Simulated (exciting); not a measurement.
## Electron–core-hole interaction in the F K spectrum of CdF2

Wanted: the near-edge spectrum and the bound core excitons at the F K edge of CdF2.

Calculated with exciting sodium; X-ray absorption, core-level Bethe-Salpeter equation, exchange and statically screened direct term, Tamm-Dancoff, all-electron LAPW+lo LDA.

**1. The structure**

It takes space group Fm-3m (No. 225, cubic). The conventional cell has a = 5.388 Å, b = 5.388 Å, c = 5.388 Å, α = 90.00°, β = 90.00°, γ = 90.00°. Nearest to Cd lie 8 F at 2.33 Å. Nearest to F lie 4 Cd at 2.33 Å. Farther neighbours and most contacts between anions are not listed.

As a file:

```cif
data_structure
_symmetry_space_group_name_H-M 'P 1'
_symmetry_Int_Tables_number 1
_cell_length_a 3.8099
_cell_length_b 3.8099
_cell_length_c 3.8099
_cell_angle_alpha 60.000
_cell_angle_beta 60.000
_cell_angle_gamma 60.000
_cell_volume 39.10
loop_
_atom_site_label
_atom_site_type_symbol
_atom_site_fract_x
_atom_site_fract_y
_atom_site_fract_z
_atom_site_occupancy
Cd1 Cd 0.00000 0.00000 0.00000 1
F2 F 0.75000 0.75000 0.75000 1
F3 F 0.25000 0.25000 0.25000 1
```

Differences between curves are given as r.m.s. difference over r.m.s. height.

**2. Ground state**

The species files are the program's own, with muffin-tin radii set in the input.

Contents of input.xml:

```
<input>
  <title>CdF2</title>
  <structure speciespath="." autormt="false" epslat="1.0e-5">
    <crystal>
      <basevect>0.0000000000 5.0909221788 5.0909221788</basevect>
      <basevect>5.0909221788 0.0000000000 5.0909221788</basevect>
      <basevect>5.0909221788 5.0909221788 0.0000000000</basevect>
    </crystal>
    <species speciesfile="Cd.xml" rmt="2.240">
      <atom coord="0.0000000000 0.0000000000 0.0000000000"/>
    </species>
    <species speciesfile="F.xml" rmt="2.037">
      <atom coord="0.7500000000 0.7500000000 0.7500000000"/>
      <atom coord="0.2500000000 0.2500000000 0.2500000000"/>
    </species>
  </structure>
  <groundstate do="fromscratch" xctype="LDA_PW" ngridk="5 5 5" rgkmax="7" gmaxvr="14" nempty="8" swidth="0.001" maxscl="100" epsengy="1e-5"/>
</input>
```

On the command line:

```bash
> OMP_NUM_THREADS=1 mpirun -n 2 exciting
```

The program printed:

```text
EXCITING SODIUM started
********************************************************************************
* Ground-state run starting from atomic densities                              *
********************************************************************************
+ Starting initialization                                                      +
 Lattice vectors (cartesian) :
      0.0000000000      5.0909221788      5.0909221788
      5.0909221788      0.0000000000      5.0909221788
      5.0909221788      5.0909221788      0.0000000000
 Reciprocal lattice vectors (cartesian) :
     -0.6170969705      0.6170969705      0.6170969705
      0.6170969705     -0.6170969705      0.6170969705
      0.6170969705      0.6170969705     -0.6170969705
 Unit cell volume                           :     263.8878353766
 Brillouin zone volume                      :       0.9399835089
 Species :    1 (Cd)
     parameters loaded from                 :    Cd.xml
     name                                   :    cadmium
     nuclear charge                         :     -48.00000000
     electronic charge                      :      48.00000000
     atomic mass                            :  204912.71750000
     muffin-tin radius                      :       2.24000000
     # of radial points in muffin-tin       :     400
     atomic positions (lattice) :
       1 :   0.00000000  0.00000000  0.00000000
 Species :    2 (F)
     parameters loaded from                 :    F.xml
     name                                   :    fluorine
     nuclear charge                         :      -9.00000000
     electronic charge                      :       9.00000000
     atomic mass                            :   34631.97043000
     muffin-tin radius                      :       2.03700000
     # of radial points in muffin-tin       :     250
     atomic positions (lattice) :
       1 :   0.75000000  0.75000000  0.75000000
       2 :   0.25000000  0.25000000  0.25000000
 Total number of atoms per unit cell        :       3
 Spin treatment                             :    spin-unpolarised
 Number of Bravais lattice symmetries       :      48
 Number of crystal symmetries               :      48
 k-point grid                               :       5    5    5
 Total number of k-points                   :      10
 k-point set is reduced with crystal symmetries
 R^MT_min * |G+k|_max (rgkmax)              :       7.00000000
 Species with R^MT_min                      :       2 (F)
 Maximum |G+k| for APW functions            :       3.43642612
 Maximum |G| for potential and density      :      14.00000000
 G-vector grid sizes                        :      36    36    36
 Total number of G-vectors                  :   12051
 Maximum angular momentum used for
     APW functions                          :       8
     computing H and O matrix elements      :       8
     potential and density                  :       8
     inner part of muffin-tin               :       2
 Total nuclear charge                       :     -66.00000000
 Total electronic charge                    :      66.00000000
 Total core charge                          :      34.00000000
 Total valence charge                       :      32.00000000
 Number of empty states                     :       8
 Total number of valence states             :      25
 Maximum Hamiltonian size                   :     208
 Maximum number of plane-waves              :     186
 Total number of local-orbitals             :      22
 Exchange-correlation type                  :       3
     Perdew-Wang, Phys. Rev. B 45, 13244 (1992)
 Smearing scheme                            :    Gaussian
 Smearing width                             :       0.00100000
 Using multisecant Broyden potential mixing
+ Ending initialization                                                        +
********************************************************************************
* Groundstate module started                                                   *
********************************************************************************
 Output level for this task is set to normal
+ Self-consistent loop started                                                 +
 Density and potential initialised from atomic data
+ SCF iteration number :    1                                                  +
 Total energy                               :     -5787.72173843
 _______________________________________________________________
 Fermi energy                               :         0.03179498
 Kinetic energy                             :      6062.13637717
 Coulomb energy                             :    -11680.14045225
 Exchange energy                            :      -163.81458853
 Correlation energy                         :        -5.90307482
 DOS at Fermi energy (states/Ha/cell)       :         0.00000000
 Electron charges :
     core                                   :        34.00000000
     core leakage                           :         0.00169094
     valence                                :        32.00000000
     interstitial                           :         1.88858441
     charge in muffin-tin spheres :
                  atom     1    Cd          :        45.55184295
                  atom     2     F          :         9.27978632
                  atom     3     F          :         9.27978632
     total charge in muffin-tins            :        64.11141559
     total charge                           :        66.00000000
 Estimated fundamental gap                  :         0.14575026
        valence-band maximum at    1      0.0000  0.0000  0.0000
     conduction-band minimum at    1      0.0000  0.0000  0.0000
[... further iterations ...]
| Convergence targets achieved. Performing final SCF iteration                 +
 Total energy                               :     -5789.79138947
 _______________________________________________________________
 Fermi energy                               :         0.03802624
 Kinetic energy                             :      6058.30802457
 Coulomb energy                             :    -11678.73456187
 Exchange energy                            :      -163.47560721
 Correlation energy                         :        -5.88924496
 DOS at Fermi energy (states/Ha/cell)       :         0.00000000
 Electron charges :
     core                                   :        34.00000000
     core leakage                           :         0.00167282
     valence                                :        32.00000000
     interstitial                           :         2.15195459
     charge in muffin-tin spheres :
                  atom     1    Cd          :        45.71871147
                  atom     2     F          :         9.06466697
                  atom     3     F          :         9.06466697
     total charge in muffin-tins            :        63.84804541
     total charge                           :        66.00000000
 Estimated fundamental gap                  :         0.10608518
        valence-band maximum at   10      0.6000  0.4000  0.2000
     conduction-band minimum at    1      0.0000  0.0000  0.0000
+ Self-consistent loop stopped                                                 +
 STATE.OUT is written
********************************************************************************
* Groundstate module stopped                                                   *
********************************************************************************
 Total time spent (seconds)                 :        18.08
- CAUTION! Warnings have been written in file WARNING.OUT !                    -
| EXCITING SODIUM stopped                                                      =
```

Wall time 20 s (2 MPI ranks of Arm Neoverse V1, shared host).

The warnings file holds hints only, no warning.

The mesh shows a gap of 2.89 eV. Core levels (Dirac, from the valence top):

```tsv
atom	level	energy (eV)
Cd	2s1/2	-3923.1
Cd	2p1/2	-3653.8
Cd	2p3/2	-3461.6
Cd	3s1/2	-724.4
Cd	3p1/2	-616.3
Cd	3p3/2	-582.0
Cd	3d3/2	-390.0
Cd	3d5/2	-383.0
Cd	4s1/2	-98.0
F	1s1/2	-647.4
```

**3. A richer basis for the empty states**

Each species file gets more local orbitals, built from u and its energy derivative at 0.15 Ha and u at 0.9 Ha.

input.xml is that of step 2.

Contents of SPECIES.xml, added lines:

```
<lo l="L">  <!-- L = 0, 1, 2 -->
  <wf matchingOrder="0" trialEnergy="0.1500" searchE="false"/>
  <wf matchingOrder="1" trialEnergy="0.1500" searchE="false"/>
  <wf matchingOrder="0" trialEnergy="0.9000" searchE="false"/>
</lo>
```

On the command line:

```bash
> OMP_NUM_THREADS=1 mpirun -n 2 exciting
```

The program printed:

```text
EXCITING SODIUM started
********************************************************************************
* Ground-state run starting from atomic densities                              *
********************************************************************************
+ Starting initialization                                                      +
[... lattice and species ...]
 Spin treatment                             :    spin-unpolarised
 Number of Bravais lattice symmetries       :      48
[...]
+ Self-consistent loop stopped                                                 +
 STATE.OUT is written
********************************************************************************
* Groundstate module stopped                                                   *
********************************************************************************
 Total time spent (seconds)                 :        16.10
- CAUTION! Warnings have been written in file WARNING.OUT !                    -
| EXCITING SODIUM stopped                                                      =
[key lines of the parts left out:]
Total energy                               :     -5789.79237712
Fermi energy                               :         0.03879146
```

Elapsed: 18 s, on 2 MPI ranks.

Against the first ground state the total energy moves by -9 meV an atom and the gap by -0.01 eV.

(Part 1 of 2 ends here.)

[Banner, clock and machine lines of the logs are left out without a mark of their own.]

[Logs are printed without paths, hosts, clocks, repeated set-up lines and the standing remarks that a program may print on its own settings, such as how far it seeks lower states.]

[Hosts, paths, dates, database ids (printed as entryN), source tags and the programs' standing remarks are cut or masked in the printed files.]
